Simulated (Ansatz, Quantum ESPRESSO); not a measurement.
# MgS (F-43m): from Born charge to LO-TO splitting

How high does the longitudinal optical mode of MgS (F-43m) lie, given the transverse one, the Born charge and ε∞?

Calculated with Quantum ESPRESSO 7.5; DFT LDA, scalar-relativistic, plane waves, GBRV ultrasoft pseudopotentials.

## 1. The relaxed structure

The structure is cubic, space group F-43m (No. 216). The conventional cell has a = 5.592 Å, b = 5.592 Å, c = 5.592 Å, α = 90.00°, β = 90.00°, γ = 90.00°. Mg has 4 S at 2.42 Å nearest. Nearest to S lie 4 Mg at 2.42 Å. Farther neighbours and most contacts between anions are not listed.

This is the cell after its relaxation at this level of theory, not the database cell from which that began.

## 2. What the response run gave

A linear-response run on the relaxed cell, with the response to an electric field; only its zone-centre results are used. Cutoff 45 Ry, k mesh 8×8×8.

What it wrote:

```text
[banners, grids, parts of the stress and lines that vanish by symmetry left out]
Program PHONON v.7.5
     Reading xml data from directory:

[...]
Exchange-correlation= PZ
                           (   1   1   0   0   0   0   0)
[...]
(   8 q-points):
[...]
kinetic-energy cut-off    =      45.0000  Ry
     charge density cut-off    =     270.0000  Ry
     convergence threshold     =      1.0E-18
[...]
Exchange-correlation= PZ
                           (   1   1   0   0   0   0   0)
[...]
q = (   0.0000000   0.0000000   0.0000000 )
     25 Sym.Ops. (with q -> -q+G )
     G cutoff =  381.9094  (  22219 G-vectors)     FFT grid: ( 40, 40, 40)
     G cutoff =  254.6063  (  12039 G-vectors)  smooth grid: ( 32, 32, 32)
     number of k points=    29
[...]
Mode symmetry, T_d (-43m)  point group:
[...]
Dielectric constant
[...]
End of electric fields calculation
          Dielectric constant in cartesian axis
          (       4.211796352      -0.000000000      -0.000000000 )
          (      -0.000000000       4.211796352      -0.000000000 )
          (      -0.000000000      -0.000000000       4.211796352 )
          Effective charges (d Force / dE) in cartesian axis without acoustic sum rule applied (asr)
           atom    1  Mg    Mean Z*:        1.87132
      Ex  (        1.87132       -0.00000       -0.00000 )
      Ey  (        0.00000        1.87132        0.00000 )
      Ez  (       -0.00000        0.00000        1.87132 )
           atom    2  S     Mean Z*:       -1.87370
      Ex  (       -1.87370        0.00000       -0.00000 )
      Ey  (        0.00000       -1.87370       -0.00000 )
      Ez  (       -0.00000       -0.00000       -1.87370 )
          Effective charges Sum: Mean:       -0.00238
[...]
Effective charges (d Force / dE) in cartesian axis with asr applied:
           atom    1  Mg    Mean Z*:        1.87251
[...]
atom    2  S     Mean Z*:       -1.87251
[...]
Representation #   1 modes #   1   2   3
[...]
End of self-consistent calculation
     Convergence has been achieved
     Representation #   2 modes #   4   5   6
[...]
End of self-consistent calculation
     Convergence has been achieved
[...]
Dielectric constant in cartesian axis
          (       4.211796352      -0.000000000      -0.000000000 )
          (      -0.000000000       4.211796352      -0.000000000 )
          (      -0.000000000      -0.000000000       4.211796352 )
          Effective charges (d Force / dE) in cartesian axis without acoustic sum rule applied (asr)
[...]
Mode symmetry, C_s (m)     point group:
[...]
q = (    0.530330086  -0.176776695   0.530330086 )
[...]
Mode symmetry, C_s (m)     point group:
     freq (   1-   1) =        103.6  [cm-1]   --> A''
     freq (   2-   2) =        143.8  [cm-1]   --> A'
     freq (   3-   3) =        248.6  [cm-1]   --> A'
     freq (   4-   4) =        340.1  [cm-1]   --> A''
     freq (   5-   5) =        340.9  [cm-1]   --> A'
     freq (   6-   6) =        354.1  [cm-1]   --> A'
[...]
Mode symmetry, C_s (m)     point group:
[...]
q = (    0.353553391   0.000000000   0.353553391 )
[...]
Mode symmetry, C_s (m)     point group:
     freq (   1-   1) =         85.8  [cm-1]   --> A''
     freq (   2-   2) =        145.5  [cm-1]   --> A'
     freq (   3-   3) =        220.4  [cm-1]   --> A'
     freq (   4-   4) =        339.8  [cm-1]   --> A''
     freq (   5-   5) =        344.5  [cm-1]   --> A'
     freq (   6-   6) =        364.0  [cm-1]   --> A'
[...]
Mode symmetry, D_2d (-42m) point group:
[...]
Representation #   3 modes #   3   4
[...]
Convergence has been achieved
     Representation #   4 modes #   5   6
[...]
Convergence has been achieved
[...]
q = (    0.000000000  -0.707106781   0.000000000 )
[...]
freq (    5) =      10.196734 [THz] =     340.126429 [cm-1]
     freq (    6) =      10.397198 [THz] =     346.813188 [cm-1]
[...]
Mode symmetry, D_2d (-42m) point group:
     freq (   1-   2) =        117.3  [cm-1]   --> E    X_5  W_3
     freq (   3-   3) =        286.4  [cm-1]   --> A_1  X_1  W_1
     freq (   4-   5) =        340.1  [cm-1]   --> E    X_5  W_3
     freq (   6-   6) =        346.8  [cm-1]   --> B_2  X_3  W_2
[...]
Mode symmetry, S_4 (-4)    point group:
[...]
Convergence has been achieved
[...]
Convergence has been achieved
[...]
Convergence has been achieved
[...]
Convergence has been achieved
     Representation #   5 mode #   5
[...]
End of self-consistent calculation
     Convergence has been achieved
     Representation #   6 mode #   6
[...]
End of self-consistent calculation
     Convergence has been achieved
[...]
q = (   -0.353553391  -0.707106781   0.000000000 )
[...]
freq (    1) =       4.252656 [THz] =     141.853342 [cm-1]
     freq (    2) =       4.724451 [THz] =     157.590711 [cm-1]
     freq (    3) =       8.081984 [THz] =     269.585964 [cm-1]
     freq (    4) =       9.355688 [THz] =     312.072159 [cm-1]
     freq (    5) =      10.308805 [THz] =     343.864721 [cm-1]
     freq (    6) =      10.452758 [THz] =     348.666467 [cm-1]
[...]
Mode symmetry, S_4 (-4)    point group:
     freq (   1-   1) =        141.9  [cm-1]   --> B    W_3
     freq (   2-   2) =        157.6  [cm-1]   --> E    W_4
     freq (   3-   3) =        269.6  [cm-1]   --> A    W_1
     freq (   4-   4) =        312.1  [cm-1]   --> E*   W_2
     freq (   5-   5) =        343.9  [cm-1]   --> E    W_4
     freq (   6-   6) =        348.7  [cm-1]   --> B    W_3

   JOB DONE.
```

```csv
quantity,value
cell volume Ω (Å³),43.724
mass of Mg (u),24.305
mass of S (u),32.060
"Born charge of Mg, raw (e)",1.871
"Born charge of S, raw (e)",-1.874
ε∞,4.212
ω(TO) after the sum rule (cm⁻¹),344.1
```

## 3. The calculation

The charges must sum to zero over the cell; taking off their mean, -0.001 e, leaves Z* = 1.873 e on Mg. In the polar mode Mg moves against S, so the reduced mass is μ = 24.30 × 32.06 / 56.37 = 13.825 u.

A longitudinal wave builds up a field that adds to the restoring force: ω(LO)² = ω(TO)² + 4π Z*² / (μ Ω ε∞), in Hartree atomic units. With μ = 25201 electron masses and Ω = 295.07 bohr³ the second term is 1.4069e-06 Ha², or 67768 cm⁻² (1 Ha = 219474.6 cm⁻¹).

So ω(LO) = √(118391 + 67768) = 431.5 cm⁻¹, and by the Lyddane-Sachs-Teller relation ε₀ = ε∞ (ω(LO)/ω(TO))² = 6.62.

## 4. Check against the program

The analysis program adds the same non-analytic term to the full matrix, here for q along (1 0 0).

What it wrote:

```text
[banner, memory and clock lines left out]
Program DYNMAT v.7.5

     Reading Dynamical Matrix from file x.dyn1
     ...Force constants read
     ...epsilon and Z* read

     Polarizability (A^3 units)
     multiply by 0.482952 for Clausius-Mossotti correction
        11.175349   -0.000000   -0.000000
        -0.000000   11.175349   -0.000000
        -0.000000   -0.000000   11.175349

     IR activities are in (D/A)^2/amu units

# mode   [cm-1]    [THz]      IR
    1     -0.00   -0.0000    0.0000
    2     -0.00   -0.0000    0.0000
    3     -0.00   -0.0000    0.0000
    4    344.08   10.3152    5.8515
    5    344.08   10.3152    5.8515
    6    431.46   12.9349    5.8515
```

ε₀ comes from the program's run without a direction of q.

```csv
quantity,by hand,program
ω(LO) (cm⁻¹),431.5,431.5
ε₀,6.62,6.62
```

## 5. Results

* TO mode: 344.1 cm⁻¹
* LO mode: 431.5 cm⁻¹
* static dielectric constant: 6.623

What this shows: The LO mode of MgS (F-43m) lies at 431 cm⁻¹, 87 cm⁻¹ above the TO mode; the formula meets the program within 0.1 cm⁻¹, as it must for a cubic crystal with one polar mode. ω(LO)² − ω(TO)² goes with Z*²/ε∞: an error of 5 % in ε∞ would move the LO mode by 3.8 cm⁻¹, and semilocal functionals tend to overestimate ε∞. The acoustic modes of the response miss zero by 12 cm⁻¹, a numerical error that can touch the optical modes as well. These are harmonic values at zero temperature, at the volume of this functional, for the structure held cubic; stability elsewhere in the zone is no part of this calculation.

[Host names and launcher messages were left out of these logs when they were recorded.]

[Logs are printed without paths, hosts, clocks, repeated set-up lines and the standing remarks that a program may print on its own settings, such as how far it seeks lower states.]

[Hosts, paths, dates, database ids (printed as entryN), source tags and the programs' standing remarks are cut or masked in the printed files.]
